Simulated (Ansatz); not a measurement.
# Zr2CF2 monolayer: from the cell to its phonons

Wanted: vibrations and spectra of Zr2CF2 monolayer; the cell is already relaxed.

Method: DFT PBE, scalar-relativistic, plane waves, PAW, in Ansatz 0.2.0.

### 1. Set-up

The cell holds 5 atoms: 1 C, 2 Zr and 2 F. Its edges and angles: a = 3.304 Å, b = 3.304 Å, c = 33.200 Å, α = 90.0°, β = 90.0°, γ = 120.0°. Vacuum lies along c.

Coordinates:

```cif
data_structure
_symmetry_space_group_name_H-M 'P 1'
_symmetry_Int_Tables_number 1
_cell_length_a 3.3040
_cell_length_b 3.3040
_cell_length_c 33.2000
_cell_angle_alpha 90.000
_cell_angle_beta 90.000
_cell_angle_gamma 120.000
_cell_volume 313.87
loop_
_atom_site_label
_atom_site_type_symbol
_atom_site_fract_x
_atom_site_fract_y
_atom_site_fract_z
_atom_site_occupancy
C1 C 0.00000 0.00000 0.30120 1
Zr2 Zr 0.33333 0.66667 0.33827 1
Zr3 Zr 0.66667 0.33333 0.26414 1
F4 F 0.66667 0.33333 0.37839 1
F5 F 0.33333 0.66667 0.22402 1
```

### 2. Response at finite wavevector

The cell comes from relaxations at this level that are not shown. Stability and thermal properties need the whole zone. Linear response on a 6×6×1 q mesh gives force constants as far as a supercell of that size would.

File input.yaml:

```yaml
crystal:
  lattice:
    - [3.3040257097, 0.0, 0.0]
    - [-1.6520128549, 2.8613701994, 0.0]
    - [0.0, 0.0, 33.2]
  atoms:
    - { symbol: C, position: [0.0, 0.0, 0.3012048193] }
    - { symbol: Zr, position: [0.3333333333, 0.6666666667, 0.3382742812] }
    - { symbol: Zr, position: [0.6666666667, 0.3333333333, 0.2641353574] }
    - { symbol: F, position: [0.6666666667, 0.3333333333, 0.3783852582] }
    - { symbol: F, position: [0.3333333333, 0.6666666667, 0.2240243804] }
  periodic: [true, true, false]
kpoints:
  mp_grid: { grid: [12, 12, 1] }
hamiltonian:
  xc: pbe
scf:
  occupations: { method: methfessel_paxton, width: 0.15 }
output:
  eigenvalues: true
phonons:
  method: dfpt
  qmesh: [6, 6, 1]
  temperatures: { t_max: 1000, t_step: 50 }
  qpath:
    path:
      - [0.0, 0.0, 0.0]
      - [0.5, 0.0, 0.0]
      - [0.33333333, 0.33333333, 0.0]
      - [0.0, 0.0, 0.0]
    npoints: 10
```

Command:

```console
$ ansatz run input.yaml --threads 8 --pin off --max-ram 14336MiB --backend cpu --events-out ev --progress --plain --runs-dir out
```

Numbers of over 12 decimals in the logs are rounded to 6 here.

Output:

```text
Warning: crystal.symmetry: narrowed to the stabiliser of the run's FFT grids — unitary ops 12 → 6. A phonons.method: dfpt run fills in the rows of the dynamical matrix that it does not solve by its symmetry operations, which is exact only for operations that map its FFT grids onto themselves: filled in by any other, the frequencies could depend on the order in which like atoms are typed, or, by more than the grids' own error, on where the crystal sits among the grids' points. Excluded: 6 operations. The run can therefore solve more perturbations, solve them on more k-points, or both, and cost more. [rest of the remark cut]
Engine: ansatz 0.2.0, x86_64-unknown-linux-gnu
Pseudopotentials: kind: paw
Pseudopotential: C, paw, valence charge 4, recommended cutoff 420 eV (normal), C.paw.azcp
Pseudopotential: Zr, paw, valence charge 12, recommended cutoff 420 eV (normal), Zr.paw.azcp
Pseudopotential: F, paw, valence charge 7, recommended cutoff 420 eV (normal), F.paw.azcp
Functional definition: PBE
  parameter kappa = 0.804
  parameter beta = 0.066725
  exchange = pbe_x(kappa = kappa, mu = beta*pi^2/3)
  correlation = pbe_c(beta = beta)
Crystal: 5 atoms, lattice volume = 313.874 Å³
Basis set: ecut = 420 eV, 6243 PW (Γ), exchange–correlation on 48×48×450 points (8 copies of the dense FFT grid, shifted against one another)
Bands: 26, of which v1, the nominal top of the filled ones, is band 21 counted from 1 (20 counted from 0)
Symmetry: 12 space group operations
k-points: 19 of 144 (irreducible under 6 space group operations, time reversal used)
Non-local potential: C, projectors of the file, l = 0: 2, l = 1: 2, l = 2: 1
Non-local potential: Zr, projectors of the file, l = 0: 3, l = 1: 2, l = 2: 2, l = 3: 2
Non-local potential: F, projectors of the file, l = 0: 2, l = 1: 2, l = 2: 1
PAW form: soft (Blöchl's): semilocal exchange-correlation on the pseudo side does not see the compensation charge
PAW one-centre angular grid: C, 110 points (default); XC on 64 Gauss nodes
PAW one-centre angular grid: Zr, 590 points (default); XC on 64 Gauss nodes
PAW one-centre angular grid: F, 110 points (default); XC on 64 Gauss nodes
Initial density: superposition of atomic densities (neutral atoms: chi_scale 0, normalization atom), corrected by the library's trained network
Initial wavefunctions: pseudopotential atomic-orbital guess
Functional: x = pbe(κ = 0.804, μ = 0.219515), c = pbe(β = 0.066725)
SCF iter   1: F=—  HF=-10241.081486 eV  |F-HF|=—  |Δ(HF+E_count)|=         —  Δρ=2.94e-3  dr2=2.46e-2  ethr=1.77e-3  ⟨swp⟩=9.3  Hψ=3276  notcnv=0
preconditioner: auto → LDOS  [metal: Δε(μ)=0.068 eV  Ē_g=8.294 eV  σ=0.150 eV  W_gap=0.35  n_scr=20 (ndim 8)  ℏωp=9.8 eV  f_vac=0.767  D(μ)=1.51/eV (n_scr^D=8)  β→1.0]
SCF iter   2: F=—  HF=-10241.081451 eV  |F-HF|=—  |Δ(HF+E_count)|=   3.52e-5  S|Δr|=    0.00e0  Δρ=2.97e-3  dr2=1.81e-2  ethr=5.87e-5  ⟨swp⟩=3.9  Hψ=1430  notcnv=0  defer=5
SCF iter   3: F=—  HF=-10241.076685 eV  |F-HF|=—  |Δ(HF+E_count)|=   4.77e-3  S|Δr|=    0.00e0  Δρ=4.16e-4  dr2=5.19e-4  ethr=4.31e-5  ⟨swp⟩=2.6  Hψ=895  notcnv=0  defer=5
SCF iter   4: F=—  HF=-10241.076606 eV  |F-HF|=—  |Δ(HF+E_count)|=   7.87e-5  S|Δr|=    0.00e0  Δρ=7.32e-5  dr2=1.44e-5  ethr=1.24e-6  ⟨swp⟩=4.0  Hψ=1128  notcnv=0  defer=5
SCF iter   5: F=—  HF=-10241.076628 eV  |F-HF|=—  |Δ(HF+E_count)|=   2.25e-5  S|Δr|=    0.00e0  Δρ=3.25e-5  dr2=3.54e-6  ethr=3.43e-8  ⟨swp⟩=3.3  Hψ=1081  notcnv=0  defer=5
SCF iter   6: F=—  HF=-10241.076450 eV  |F-HF|=—  |Δ(HF+E_count)|=   1.78e-4  S|Δr|=    0.00e0  Δρ=8.23e-6  dr2=2.26e-7  ethr=8.42e-9  ⟨swp⟩=3.0  Hψ=899  notcnv=0  defer=3
SCF iter   7: F=—  HF=-10241.076451 eV  |F-HF|=—  |Δ(HF+E_count)|=   4.93e-7  S|Δr|=    0.00e0  Δρ=2.72e-6  dr2=3.50e-8  ethr=5.38e-10  ⟨swp⟩=3.3  Hψ=1137  notcnv=0  defer=1
[...]
E_kinetic    = 1172.121363
  E_local      = -107402.425116  (includes V_loc(G=0)·N_el)
  E_nonlocal   = 330.854321
  E_hartree    = 52959.827724
  E_xc         = -534.140369
  E_vxc        = -650.184203  (∫ρ·V_xc dr)
  E_paw        = -6406.816385  (= ΣΔE_a)
  E_vpaw       = -297.429296  (= ΣTr[D̂ρ^β])
  E_aug_tail   = 0.004130  (compensation charges beyond the density's cutoff)
  E_ewald      = 49639.498054
  E_smearing   = -0.000173  (= −TS)
  E_closure    = -0.000000  (closes the sum)
  Σ components = -10241.076451   (vs F -10241.076451, Δ=0.00e0)
--- Band table (eV; the first three rows and the last of 19) ---
  k-point 0: bands = [... 17 lower, -8.2383, -7.0476, -7.0476, -3.8208, -3.8208, -3.5304, -2.1224, -1.7516, ... 1 higher]
  k-point 1: bands = [... 17 lower, -8.1691, -7.2344, -7.0638, -4.0659, -3.6753, -3.4712, -1.9677, -1.8433, ... 1 higher]
  k-point 2: bands = [... 17 lower, -8.0096, -7.6175, -7.0895, -4.6081, -3.2598, -3.2569, -1.9850, -1.9017, ... 1 higher]
  k-point 18: bands = [... 17 lower, -8.0601, -8.0601, -7.3378, -3.5683, -2.7882, -2.7882, -1.3708, -0.9219, ... 1 higher]
--- Phonons (Γ-DFPT): 10 representative perturbations + reference (Σ response iterations 47) ---
  ASR residual: 3.707e-5 → 0.000e0 eV/Å²; symmetrization residual: 2.135e-6 eV/Å²
  The last average, over the group as it would stand without the narrowing to the FFT grids, took up to 1.776e-6 eV/Å² of the zone centre's force constants
  ASR residual per site (eV/Å²): 3.71e-5 3.21e-6 3.11e-6 3.62e-5 3.27e-5
  Γ frequencies (cm⁻¹): 0.00 0.00 0.00 162.33 162.33 214.18 214.18 228.58 228.58 233.84 393.37 407.94 582.20 624.99 624.99
--- Phonons (arbitrary-q DFPT): 7 irreducible q on the 6×6×1 mesh ---
  q = [0.0000, 0.0000, 0.0000] (star 1, of the zone-centre solve; hermiticity 1.83e-7, symmetrization 3.38e-11, taken by the last average 7.61e-8): -0.00 0.00 0.00 162.33 162.33 214.18 214.18 228.58 228.58 233.84 393.37 407.94 582.20 624.99 624.99
  q = [0.0000, 0.1667, 0.0000] (star 6, 15 solved perturbations on 78 of 144 k-point pairs; hermiticity 2.60e-7, symmetrization 8.61e-11, taken by the last average 6.81e-7): 45.25 72.48 119.10 165.75 181.77 219.33 221.20 223.06 227.70 242.46 369.95 382.99 579.63 628.96 631.59
  q = [0.0000, 0.3333, 0.0000] (star 6, 15 solved perturbations on 78 of 144 k-point pairs; hermiticity 3.38e-7, symmetrization 1.77e-10, taken by the last average 1.51e-7): 126.98 137.96 174.17 186.69 207.43 217.93 218.58 224.13 237.61 241.64 343.55 349.63 568.33 613.02 625.79
  q = [0.0000, -0.5000, 0.0000] (star 3, 15 solved perturbations on 43 of 144 k-point pairs; hermiticity 2.98e-6, symmetrization 1.34e-6, taken by the last average 1.65e-7): 55.69 161.66 179.03 180.11 195.47 211.54 215.86 222.13 227.45 237.03 328.90 340.66 567.97 577.90 610.11
  q = [0.1667, 0.1667, 0.0000] (star 6, 10 solved perturbations in 1110 linear systems a pass and spin channel, the states on 144 of 144 k-point pairs; hermiticity 2.97e-7, symmetrization 9.19e-11, taken by the last average 1.88e-7): 100.40 126.35 173.79 181.71 195.68 212.51 220.41 222.37 234.65 247.47 350.54 353.88 570.42 617.07 620.18
  q = [0.1667, 0.3333, 0.0000] (star 12, 15 solved perturbations on 144 of 144 k-point pairs: no pair is spared here; hermiticity 3.51e-7, symmetrization 0.00e0, taken by the last average 1.75e-7): 157.70 169.00 174.90 186.71 208.06 211.70 217.39 219.04 230.09 233.69 327.07 335.69 562.65 591.32 612.98
  q = [0.3333, 0.3333, 0.0000] (star 2, 10 solved perturbations in 545 linear systems a pass and spin channel, the states on 78 of 144 k-point pairs; hermiticity 1.81e-7, symmetrization 1.25e-7, taken by the last average 1.38e-7): 140.30 178.78 178.78 182.60 203.76 203.76 214.20 220.93 226.90 226.90 322.90 322.90 558.72 590.04 590.04
  sum rule: each row above includes the acoustic sum rule's correction from the zone centre's row sums; it moved no ω² by more than (0.92 cm⁻¹)²
  mesh force constants: q→R imaginary residual 1.31e-16; ASR residual 3.707e-5 → 0.000e0 eV/Å²; symmetrization residual 1.066e-14 eV/Å²
  interpolated dispersion: 31 rows × 15 modes
  density of states and harmonic sums: on the 24×24×1 q-mesh, interpolated from the force constants of a 6×6×1 supercell (no non-analytic term)
  largest difference from the sums on the solved wave vectors: F 1.55e-2 eV, S 2.04e-5 and C_V 4.94e-6 eV/K
  zero-point energy: 0.272691 eV/cell   skipped modes (ω ≤ 0): 5, of them read as no rigid motion or as one in doubt: 2 (2.083e-2 modes/cell left out, lowest -6.28 cm⁻¹)   left out of the sums: 1.74e-3 of the cell's modes: C_V's classical limit lies that fraction below 3 k_B per atom; for a crystal, a wire or a layer, F and S can be off by more, and a phonons.interpolated_qmesh denser along its periods is the remedy for the sampling
[key lines of the parts left out:]
SCF converged after 10 iterations
Free energy (F): -10241.076451 eV
Fermi energy:    -3.990922 eV
```

Wall time 17 min (8 threads of Intel Xeon 6975P-C (Granite Rapids), shared host); peak memory 3.4 GiB; 1.5 h of CPU time.

Reading the cycles: dr2 is the Hartree energy of the density residual (eV), the measure of convergence; HF is the Harris–Foulkes estimate of the energy, which meets the free energy F at convergence.

Numbers from this step:

| Item | Value |
| --- | --- |
| gap on the k-mesh | 0 eV |
| sum-rule residual before enforcement | 3.71e-5 eV/Å² |
| lowest frequency on the path | -6.741 cm⁻¹ |
| point group | -3m |
| highest frequency on the path or at a solved wavevector | 631.6 cm⁻¹ |
| area per atom | 1.891 Å² |
| highest optical mode at the zone centre (no LO-TO term) | 625.0 cm⁻¹ |
| lowest optical zone-centre mode | 162.3 cm⁻¹ |
| lowest mode on the q mesh (acoustic modes at Γ apart) | 45.25 cm⁻¹ |

Frequencies (cm⁻¹) solved at each irreducible wavevector; negative means imaginary. Frequencies by wavevector, by row:

```csv
q in reciprocal lattice units,star,mode 1,mode 2,mode 3,mode 4,mode 13,mode 14,mode 15
0 0 0,1,0,0,0,162.3,582.2,625,625
0 0.1667 0,6,45.2,72.5,119.1,165.8,579.6,629,631.6
0 0.3333 0,6,127,138,174.2,186.7,568.3,613,625.8
0 -0.5 0,3,55.7,161.7,179,180.1,568,577.9,610.1
0.1667 0.1667 0,6,100.4,126.3,173.8,181.7,570.4,617.1,620.2
0.1667 0.3333 0,12,157.7,169,174.9,186.7,562.6,591.3,613
0.3333 0.3333 0,2,140.3,178.8,178.8,182.6,558.7,590,590
```

Interpolated from a 6×6×1 q mesh. Phonon branches along the path, in cm⁻¹:

```
  point  branch 1  branch 2  branch 3  branch 4  branch 12  branch 13  branch 14  branch 15
      Γ         0         0         0       162        408        582        625        625
halfway        87       106       167       169        362        574        626        630
      M        56       162       179       180        341        568        578        610
halfway       154       165       182       185        332        562        585        609
      K       140       179       179       183        323        559        590        590
halfway       100       126       174       182        354        570        617        620
      Γ         0         0         0       162        408        582        625        625
```

The phonon density of states has structure finer than the step of the table below, so its rows give means over 25 cm⁻¹, whole bins alone (the curve runs from -7.5 to 632 cm⁻¹). Peaks (cm⁻¹: height): 182.5: 0.104, 217.5: 0.264, 327.5: 0.0561, 567.5: 0.0709, 627.5: 0.0850.

Tetrahedra on a 24×24×1 mesh, mean over bins of 5 cm-1. Interpolated from a 6×6×1 q mesh. Table of phonon density of states by wavenumber; means over each step:

wavenumber (cm⁻¹), phonon density of states (1/cm⁻¹/cell) and a bar:
```
       25      0.003 #
       50      0.005 #
       75      0.009 ##
      100      0.011 ##
      125      0.016 ###
      150      0.032 ######
      175      0.080 ###############
      200      0.057 ###########
      225      0.158 ##############################
      250      0.027 #####
      275      0.000 
      300      0.000 
      325      0.031 ######
      350      0.033 ######
      375      0.012 ##
      400      0.004 #
      425      0.000 
      450      0.000 
      475      0.000 
      500      0.000 
      525      0.000 
      550      0.008 #
      575      0.040 ########
      600      0.027 #####
```

The partial phonon density of states has structure finer than the step of the table below, so its rows give means over 20 cm⁻¹, whole bins alone (the curve runs from -16.7 to 660 cm⁻¹). Peaks (cm⁻¹: height): C 566.7: 0.0484, 626.4: 0.0531; F 217.5: 0.151, 332.5: 0.0400; Zr 179.2: 0.0752, 217.5: 0.0437.

Phonopy on the run's constants, 19x19x1 mesh, Gaussian sigma 4.8 cm-1. Interpolated from a 6×6×1 q mesh. Table of partial phonon density of states by wavenumber; means over each step; values in 1/cm⁻¹/cell:

```csv
wavenumber (cm⁻¹),C,F,Zr
0,8.0e-5,2.6e-4,0.00116
20,1.3e-4,4.4e-4,0.00192
40,2.3e-4,7.9e-4,0.00350
60,3.0e-4,0.00117,0.00508
80,3.9e-4,0.00163,0.00719
100,4.6e-4,0.00180,0.00872
120,5.1e-4,0.00252,0.0122
140,5.7e-4,0.00286,0.0168
160,6.6e-4,0.00772,0.0446
180,9.4e-4,0.0110,0.0647
200,6.4e-4,0.0223,0.0369
220,7.9e-4,0.121,0.0414
240,1.8e-4,0.0434,0.0281
260,2.7e-6,0.00140,0.00345
280,0,0,0
300,0,5.9e-5,8.6e-6
320,3.1e-5,0.0186,0.00286
340,8.3e-5,0.0349,0.00773
360,1.2e-4,0.0174,0.00440
380,1.1e-4,0.00744,0.00212
400,2.7e-5,0.00282,0.00112
420,0,1.5e-4,7.4e-5
440,0,0,0
460,0,0,0
480,0,0,0
500,0,0,0
520,0,0,0
540,2.8e-4,0,7.9e-6
560,0.0284,6.5e-5,0.00117
580,0.0316,1.6e-4,0.00146
600,0.0259,1.0e-4,7.5e-4
620,0.0472,1.1e-4,0.00190
640,0.0105,2.0e-5,5.2e-4
```

Symmetry leaves 7 wavevectors to solve. The lowest mode among them, the acoustic zeros apart, lies at q = (0, 0.167, 0) and is real, 45.2 cm⁻¹. Between them the interpolated path dips to 7i cm⁻¹.

### 3. Isotope substitution, element C, natural mass 12.011 amu

An isotope changes the mass and not the force constants, so no new electronic calculation is needed; the shifts show which modes move this element.

The same force constants with the mass of C changed from 12.011 to 13.003 u (phonopy, no LO-TO term). Both lists are sorted by frequency; levels can cross, so a row need not hold one and the same mode. Modes under 3 cm⁻¹ are left out. Isotope shifts, by row, the first 40 of 57 rows:

| q | rank | natural mass (cm⁻¹) | changed mass (cm⁻¹) |
| --- | --- | --- | --- |
| 0 0 0 | 4 | 162.3 | 162.3 |
| 0 0 0 | 5 | 162.3 | 162.3 |
| 0 0 0 | 6 | 214.2 | 214.2 |
| 0 0 0 | 7 | 214.2 | 214.2 |
| 0 0 0 | 8 | 228.6 | 228.5 |
| 0 0 0 | 9 | 228.6 | 228.5 |
| 0 0 0 | 10 | 233.8 | 233.8 |
| 0 0 0 | 11 | 393.4 | 392.8 |
| 0 0 0 | 12 | 407.9 | 407.9 |
| 0 0 0 | 13 | 582.2 | 561.6 |
| 0 0 0 | 14 | 625 | 602.1 |
| 0 0 0 | 15 | 625 | 602.1 |
| 0 0.1667 0 | 1 | 45.26 | 45.16 |
| 0 0.1667 0 | 2 | 72.48 | 72.34 |
| 0 0.1667 0 | 3 | 119.1 | 118.9 |
| 0 0.1667 0 | 4 | 165.8 | 165.7 |
| 0 0.1667 0 | 5 | 181.8 | 181.8 |
| 0 0.1667 0 | 6 | 219.3 | 219.3 |
| 0 0.1667 0 | 7 | 221.2 | 221.2 |
| 0 0.1667 0 | 8 | 223.1 | 223 |
| 0 0.1667 0 | 9 | 227.7 | 227.7 |
| 0 0.1667 0 | 10 | 242.5 | 242.5 |
| 0 0.1667 0 | 11 | 369.9 | 369.7 |
| 0 0.1667 0 | 12 | 383 | 382.9 |
| 0 0.1667 0 | 13 | 579.6 | 558.7 |
| 0 0.1667 0 | 14 | 629 | 605.8 |
| 0 0.1667 0 | 15 | 631.6 | 608.3 |
| 0 0.3333 0 | 1 | 127 | 126.8 |
| 0 0.3333 0 | 2 | 137.9 | 137.8 |
| 0 0.3333 0 | 3 | 174.2 | 174.1 |
| 0 0.3333 0 | 4 | 186.7 | 186.6 |
| 0 0.3333 0 | 5 | 207.4 | 207.3 |
| 0 0.3333 0 | 6 | 217.9 | 217.9 |
| 0 0.3333 0 | 7 | 218.6 | 218.6 |
| 0 0.3333 0 | 8 | 224.1 | 224.1 |
| 0 0.3333 0 | 9 | 237.6 | 237.6 |
| 0 0.3333 0 | 10 | 241.6 | 241.6 |
| 0 0.3333 0 | 11 | 343.6 | 343.5 |
| 0 0.3333 0 | 12 | 349.6 | 349.6 |
| 0 0.3333 0 | 13 | 568.3 | 547.4 |

A mode of this element alone would shift by -3.89 %. The highest zone-centre frequency without the field goes from 625.0 to 602.1 cm⁻¹ (-3.7 %). The product of the frequency ratios over all optical modes at Γ is 0.893; the product rule, (m/m′)^(3k/2) (M′/M)^(3/2) with k = 1 such atoms and M the mass of the cell, gives 0.893.

### 4. Another isotope, element Zr, natural mass 91.222 amu

The same for Zr, from 91.22 to 95.91 u.

The same force constants with the mass of Zr changed from 91.222 to 95.908 u (phonopy, no LO-TO term). Both lists are sorted by frequency; levels can cross, so a row need not hold one and the same mode. Modes under 3 cm⁻¹ are left out. Isotope shifts, by row, the first 40 of 57 rows:

| q | rank | natural mass (cm⁻¹) | changed mass (cm⁻¹) |
| --- | --- | --- | --- |
| 0 0 0 | 4 | 162.3 | 159.2 |
| 0 0 0 | 5 | 162.3 | 159.2 |
| 0 0 0 | 6 | 214.2 | 213 |
| 0 0 0 | 7 | 214.2 | 213 |
| 0 0 0 | 8 | 228.6 | 227.7 |
| 0 0 0 | 9 | 228.6 | 227.7 |
| 0 0 0 | 10 | 233.8 | 229.9 |
| 0 0 0 | 11 | 393.4 | 392.1 |
| 0 0 0 | 12 | 407.9 | 404.7 |
| 0 0 0 | 13 | 582.2 | 581.1 |
| 0 0 0 | 14 | 625 | 624.1 |
| 0 0 0 | 15 | 625 | 624.1 |
| 0 0.1667 0 | 1 | 45.26 | 44.39 |
| 0 0.1667 0 | 2 | 72.48 | 71.04 |
| 0 0.1667 0 | 3 | 119.1 | 116.7 |
| 0 0.1667 0 | 4 | 165.8 | 162.5 |
| 0 0.1667 0 | 5 | 181.8 | 178.4 |
| 0 0.1667 0 | 6 | 219.3 | 217.9 |
| 0 0.1667 0 | 7 | 221.2 | 220.4 |
| 0 0.1667 0 | 8 | 223.1 | 221.6 |
| 0 0.1667 0 | 9 | 227.7 | 226.6 |
| 0 0.1667 0 | 10 | 242.5 | 238.9 |
| 0 0.1667 0 | 11 | 369.9 | 368.4 |
| 0 0.1667 0 | 12 | 383 | 380.3 |
| 0 0.1667 0 | 13 | 579.6 | 578.7 |
| 0 0.1667 0 | 14 | 629 | 628.2 |
| 0 0.1667 0 | 15 | 631.6 | 630.8 |
| 0 0.3333 0 | 1 | 127 | 124.5 |
| 0 0.3333 0 | 2 | 137.9 | 135 |
| 0 0.3333 0 | 3 | 174.2 | 170.5 |
| 0 0.3333 0 | 4 | 186.7 | 182.7 |
| 0 0.3333 0 | 5 | 207.4 | 203.9 |
| 0 0.3333 0 | 6 | 217.9 | 216.8 |
| 0 0.3333 0 | 7 | 218.6 | 218.3 |
| 0 0.3333 0 | 8 | 224.1 | 223 |
| 0 0.3333 0 | 9 | 237.6 | 235.6 |
| 0 0.3333 0 | 10 | 241.6 | 237.7 |
| 0 0.3333 0 | 11 | 343.6 | 342.3 |
| 0 0.3333 0 | 12 | 349.6 | 347.8 |
| 0 0.3333 0 | 13 | 568.3 | 567.7 |

A mode of this element alone would shift by -2.47 %. The highest zone-centre frequency without the field goes from 625.0 to 624.1 cm⁻¹ (-0.1 %). The product of the frequency ratios over all optical modes at Γ is 0.913; the product rule, (m/m′)^(3k/2) (M′/M)^(3/2) with k = 2 such atoms and M the mass of the cell, gives 0.913.

### 5. Results

```json
{"space group (within 0.01 Å)": "P-3m1", "area per atom": "1.89 Å²", "electronic character": "no gap on this mesh", "highest optical mode at the zone centre (no LO-TO term)": "625 cm⁻¹", "lowest optical zone-centre mode": "162 cm⁻¹", "lowest mode on the q mesh (acoustic modes at Γ apart)": "45.2 cm⁻¹", "highest frequency on the path or at a solved wavevector": "632 cm⁻¹", "imaginary modes on the 6×6×1 q mesh": "none"}
```

What this shows: No mode is imaginary at the 7 irreducible wavevectors solved, but between them the interpolated path dips to 6.7i cm⁻¹, so stability is not settled. The optical modes at Γ span 162 to 625 cm⁻¹. With no gap, or one that is small against the smearing, the frequencies hang on the k mesh and the smearing, most of all near Kohn anomalies. In a sheet or slab the interpolated bending branch near Γ is rough, since the rotational sum rule isn't imposed. The starting cell was built on a prototype and not taken from a measurement. These are harmonic frequencies at zero temperature: anharmonic shifts, linewidths and thermal expansion are left out.

[Logs are printed without paths, hosts, clocks, repeated set-up lines and the standing remarks that a program may print on its own settings, such as how far it seeks lower states.]

[Hosts, paths, dates, database ids (printed as entryN), source tags and the programs' standing remarks are cut or masked in the printed files.]
